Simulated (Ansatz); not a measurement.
# A hypothetical structure for LaSc2Si2, part 2 of 2

Starting from a made-up structure for LaSc2Si2, the aim is the relaxed cell, its shortest contacts and, where a second run follows, its electronic structure.

Ansatz 0.2.0; DFT, r2SCAN, plane-wave PAW, default files, scalar-relativistic, no spin, cell and ions relaxed at zero pressure (the session's first sound run).

So far: The structure; Relaxation of the guess. The relaxed cell has a = 4.373, c = 11.901 Å (conventional setting).

## Step 3: Electronic structure of the relaxed cell

A second self-consistent run takes a narrower smearing and the mesh shown in its input; the bands follow along the standard path of the relaxed lattice.

This step: DFT, r2SCAN, plane-wave PAW, default files, scalar-relativistic, no spin, bands and density of states at the relaxed cell (Ansatz 0.2.0).

The input, input.yaml:

```yaml
crystal:
  lattice:
    - [-2.1865148946, 2.1865148946, 5.9504246588]
    - [2.1865148946, -2.1865148946, 5.9504246588]
    - [2.1865148946, 2.1865148946, -5.9504246588]
  atoms:
    - { symbol: La, position: [0.0, 0.0, 0.0] }
    - { symbol: Sc, position: [0.75, 0.25, 0.5] }
    - { symbol: Sc, position: [0.25, 0.75, 0.5] }
    - { symbol: Si, position: [0.3958882905, 0.3958882905, 0.0] }
    - { symbol: Si, position: [0.6041117095, 0.6041117095, 0.0] }
kpoints:
  mp_grid: { grid: [10, 10, 10] }
  band_path:
    path:
      - [[0.0, 0.0, 0.0], [-0.5, 0.5, 0.0], [-0.5, 0.5, -0.06751169], [-0.28375584, 0.28375584, -0.28375584], [0.0, 0.0, 0.0], [0.5, 0.5, -0.5], [0.28375584, 0.71624416, -0.71624416], [0.0, 0.5, -0.5], [-0.25, 0.75, -0.25], [0.06751169, 0.93248831, -0.5], [0.5, 0.5, -0.5]]
      - [[-0.5, 0.5, 0.0], [-0.25, 0.75, -0.25]]
    npoints: 7
scf:
  occupations: { method: fermi_dirac, width: 0.03 }
  n_extra_bands: 9
hamiltonian:
  xc: r2scan
  pseudopotentials: { kind: paw }
output:
  forces: true
  stress: true
  write_bands: true
  dos: { projected: true }
  write_density: true
  write_potential: true
  elf: true
  volumetric_format: npy
```

The run is started by

```console
$ ansatz run input.yaml --threads 4 --pin off --max-ram 8192MiB --backend cpu --events-out ev --progress --plain --runs-dir out
```

Numbers of over 12 decimals in the logs are rounded to 6 here.

Log:

```text
La: projections on atomic orbitals take those of the free atom [Kr 4d10] 4f0 5s2 5p6 5d1 6s2, of charge +0.00 (hamiltonian.pseudopotentials.projection_atoms); the dataset's partial waves leave at most 1.9e-5 of an orbital's norm unspanned inside its sphere
[...]
Crystal: 5 atoms, lattice volume = 113.792 Å³
Basis set: ecut = 500 eV, 2845 PW (Γ), exchange–correlation on 200×200×200 points (64 copies of the dense FFT grid, shifted against one another)
Bands: 30, of which v1, the nominal top of the filled ones, is band 21 counted from 1 (20 counted from 0)
Symmetry: 16 space group operations
[...]
k-points: 102 of 1000
[...]
SCF iter   1: F=—  HF=-11827.683191 eV  |F-HF|=—  |Δ(HF+E_count)|=         —  Δρ=1.02e-2  dr2=1.91e-1  dr2_τ=2.03e-2  ethr=1.77e-3  ⟨swp⟩=6.2  Hψ=14104  notcnv=0  defer=10
[...]
SCF iter   7: F=-11827.794010 eV  HF=-11827.794010 eV  |F-HF|=2.90e-8  |Δ(HF+E_count)|=   4.56e-7  Δρ=6.34e-6  dr2=5.57e-8  dr2_τ=2.76e-9  ethr=2.44e-10  ⟨swp⟩=13.5  Hψ=22578  notcnv=0
SCF 1 converged in 7 iterations: F = -11827.794010 eV  dr2 = 5.57e-8
[...]
NSCF: frozen V_eff on 79 k-points
SCF converged after 7 iterations
Free energy (F): -11827.794010 eV
[...]
Internal energy: -11827.779402 eV  (E = F + TS)
E sigma→0 (E₀):  -11827.786706 eV
Entropy (-TS):   -0.014608 eV (-2.922 meV/atom)
Fermi energy:    10.164782 eV
[...]
--- Forces (eV/Å), atoms counted from 1 ---
  atom   1  La     0.00000000     0.00000000     0.00000000
  atom   2  Sc     0.00000000    -0.00000000     0.00000000
  atom   3  Sc     0.00000000     0.00000000     0.00000000
  atom   4  Si     0.00000000    -0.00000000    -0.00654188
  atom   5  Si     0.00000000    -0.00000000     0.00654188
  max |Σ_I F_I| component: 4.68e-17 eV/Å
--- Stress (GPa, compression-positive) ---
       -0.021714       0.000000       0.000000
        0.000000      -0.021714      -0.000000
        0.000000       0.000000      -0.021594
  P = ⅓ Tr σ = -0.0217 GPa (-0.217 kbar)
--- Band table (eV; the first three rows and the last of 102) ---
  k-point 0: bands = [... 17 lower, 8.9980, 9.5075, 9.5075, 10.0172, 10.0291, 11.0215, 11.4184, 12.0430, ... 5 higher]
  k-point 1: bands = [... 17 lower, 9.0530, 9.0778, 9.6880, 10.1350, 10.3054, 11.0318, 11.7081, 11.7092, ... 5 higher]
  k-point 2: bands = [... 17 lower, 8.2488, 9.2662, 10.0044, 10.2019, 10.5808, 10.9670, 11.3699, 11.8503, ... 5 higher]
  k-point 101: bands = [... 17 lower, 9.0370, 9.0370, 9.1323, 9.3629, 9.3971, 10.1062, 12.3617, 12.4633, ... 5 higher]
```

It took 19 s on 4 threads of Arm Neoverse V1, shared host; peak memory 1.2 GiB; 74 s of CPU time.

Reading the cycles: dr2 is the Hartree energy of the density residual (eV), the measure of convergence; HF is the Harris–Foulkes estimate of the energy, which meets the free energy F at convergence.

This step gave:

| Item | Value |
| --- | --- |
| free energy | -11827.7940 eV |
| energy at zero smearing | -11827.7867 eV |
| smearing term TS | 0.01461 eV |
| pressure | -0.02167 GPa |

bands.tsv at the labelled points (eV, zero at the Fermi level; the bands that come nearest the Fermi level along the path):

```tsv
point	band 18	band 19	band 20	band 21	band 22	band 23	band 24	band 25
Γ	-1.17	-0.66	-0.66	-0.15	-0.14	0.86	1.25	1.88
X	-1.91	-1.77	-1.05	0.06	0.38	0.68	1.96	2.15
Y	-2.11	-1.76	-0.95	-0.06	0.43	0.66	2.02	2.13
S	-1.99	-0.85	-0.40	-0.39	0.39	1.40	1.47	1.62
Γ	-1.17	-0.66	-0.66	-0.15	-0.14	0.86	1.25	1.88
Z	-1.13	-1.13	-1.03	-0.80	-0.77	-0.06	2.20	2.30
S1	-1.99	-0.85	-0.40	-0.39	0.39	1.40	1.47	1.62
N	-1.60	-1.11	-0.67	0.55	0.67	0.76	1.17	1.80
P	-1.85	-1.85	-1.11	0.12	0.54	0.54	2.05	2.05
Y1	-2.11	-1.76	-0.95	-0.06	0.43	0.66	2.02	2.13
Z	-1.13	-1.13	-1.03	-0.80	-0.77	-0.06	2.20	2.30
X	-1.91	-1.77	-1.05	0.06	0.38	0.68	1.96	2.15
P	-1.85	-1.85	-1.11	0.12	0.54	0.54	2.05	2.05
```

Counts of states for the cell as run, both spins, by energy window (eV from the Fermi level):

```
from  to  total
  -8  -7   0.40
  -7  -6   1.60
  -6  -5   0.00
  -5  -4   0.32
  -4  -3   2.58
  -3  -2   3.04
  -2  -1   3.82
  -1   0   3.19
   0   1   4.69
   1   2   4.32
```

A further 26.0 states lie below the table's range.

Valence density in the ab plane of the cell as run, not the conventional one, at fractional z = 0.000, with atoms of La and Si within 0.2 Å of it. It is the smooth field of the valence electrons, not physical close to the nuclei.

Values in e/Å³, 10 rows by 16 columns, each cell a mean:
```
1.5 1.6 1.3 0.4 0.1 0.1 0.1 0.1 0.1 0.1 0.1 0.1 0.1 0.2 0.7 1.4
0.8 1.0 0.9 0.4 0.2 0.2 0.2 0.3 0.3 0.2 0.2 0.1 0.1 0.1 0.1 0.3
0.1 0.2 0.2 0.2 0.1 0.2 0.3 0.4 0.4 0.4 0.3 0.2 0.1 0.1 0.1 0.1
0.1 0.1 0.2 0.2 0.2 0.2 0.3 0.4 0.3 0.1 0.2 0.3 0.3 0.2 0.1 0.1
0.1 0.1 0.2 0.3 0.4 0.3 0.4 0.4 0.4 0.3 0.2 0.3 0.4 0.3 0.2 0.1
0.1 0.1 0.2 0.3 0.4 0.2 0.1 0.3 0.4 0.3 0.3 0.3 0.3 0.3 0.2 0.1
0.1 0.1 0.1 0.2 0.3 0.3 0.2 0.2 0.4 0.3 0.2 0.2 0.2 0.2 0.1 0.1
0.1 0.1 0.1 0.1 0.2 0.2 0.3 0.4 0.4 0.3 0.2 0.1 0.2 0.3 0.3 0.2
0.9 0.4 0.1 0.1 0.1 0.1 0.1 0.2 0.2 0.2 0.2 0.1 0.3 0.8 1.3 1.3
1.5 1.4 0.6 0.2 0.1 0.1 0.1 0.1 0.1 0.1 0.1 0.1 0.2 0.7 1.5 1.5
```
Columns run along a (6.7 Å), rows up along b (6.7 Å). Atoms in or near the plane, at fractional coordinates: La at (0.00, 0.00), Si at (0.40, 0.40), Si at (0.60, 0.60).

ELF in the ab plane of the cell as run, not the conventional one, at fractional z = 0.000, with atoms of La and Si within 0.2 Å of it. It is the smooth field of the valence electrons, not physical close to the nuclei.

Ten even steps from '0' (0.05) to '9' (0.84), each cell a mean:
```
0388214531013421696
7799414775334552279
9999414898755676226
4676204899987778621
1111003799888777752
3322224686446877654
4667656785233687543
3689987887343488531
1489987799732489730
0269974479975699851
1147973337988899973
3346874434787678875
4456786434776434444
2567778777885200111
1257877899996202442
5225776679997216998
9732565446886217998
5972254312466316973
0595124310134314970
```
Columns run along a (6.7 Å), rows up along b (6.7 Å). Atoms in or near the plane, at fractional coordinates: La at (0.00, 0.00), Si at (0.40, 0.40), Si at (0.60, 0.60).

Electrostatic potential energy in the ab plane of the cell as run, not the conventional one, at fractional z = 0.000, with atoms of La and Si within 0.2 Å of it. With pseudopotentials it is smooth inside the atoms' cores, unlike the true potential.

Ten even steps from '0' (-46 eV) to '9' (13 eV), each cell a mean:
```
5315899999999999732
1114899999999999863
4335799999999999987
8767899998899999999
9988999986678999999
9999999974125899999
9999999984001589999
9999988986100279999
9999866788510168999
9999841258864468999
9999840005888789999
9999962002799999999
9999986201689999999
9999998644689999999
9999999988899998788
7899999999999987545
3689999999999986311
2368999999999997313
6237999999999998415
```
Columns run along a (6.7 Å; values clipped at the 3rd and 97th percentile), rows up along b (6.7 Å). Atoms in or near the plane, at fractional coordinates: La at (0.00, 0.00), Si at (0.40, 0.40), Si at (0.60, 0.60).

## Step 4: Outcome

```
space group, relaxed : I4/mmm
conventional cell    : a = 4.373, b = 4.373, c = 11.901 Å; α = 90.0°, β = 90.0°, γ = 90.0°
volume per atom      : 22.76 Å³ (guess 20.76)
```

**Reading.** LaSc2Si2 relaxes to I4/mmm with a = 4.373, b = 4.373 and c = 11.901 Å. The guessed volume was 9 % too small. The space group I4/mmm was held in the relaxation, so the end point is a stationary structure within it and may be a saddle against distortions or other arrangements. Bands cross the Fermi level, so it is a metal or semimetal at this level. The electron count is odd, which forces that without spin polarisation or a larger cell. On the 10×10×10 mesh with the narrower smearing (relaxed on 9×9×9) the largest force component is 0.007 eV/Å and the largest stress component is 0.022 GPa, within the relaxation's thresholds of 0.015 eV/Å and 0.05 GPa. The cutoff wasn't tested. Spin-orbit coupling is left out, which can matter for elements this heavy. No dispersion term is used, so weakly bound directions may come out too long. Nothing here tests whether the compound is stable against decomposition.

[Logs are printed without paths, hosts, clocks, repeated set-up lines and the standing remarks that a program may print on its own settings, such as how far it seeks lower states.]

[Hosts, paths, dates, database ids (printed as entryN), source tags and the programs' standing remarks are cut or masked in the printed files.]
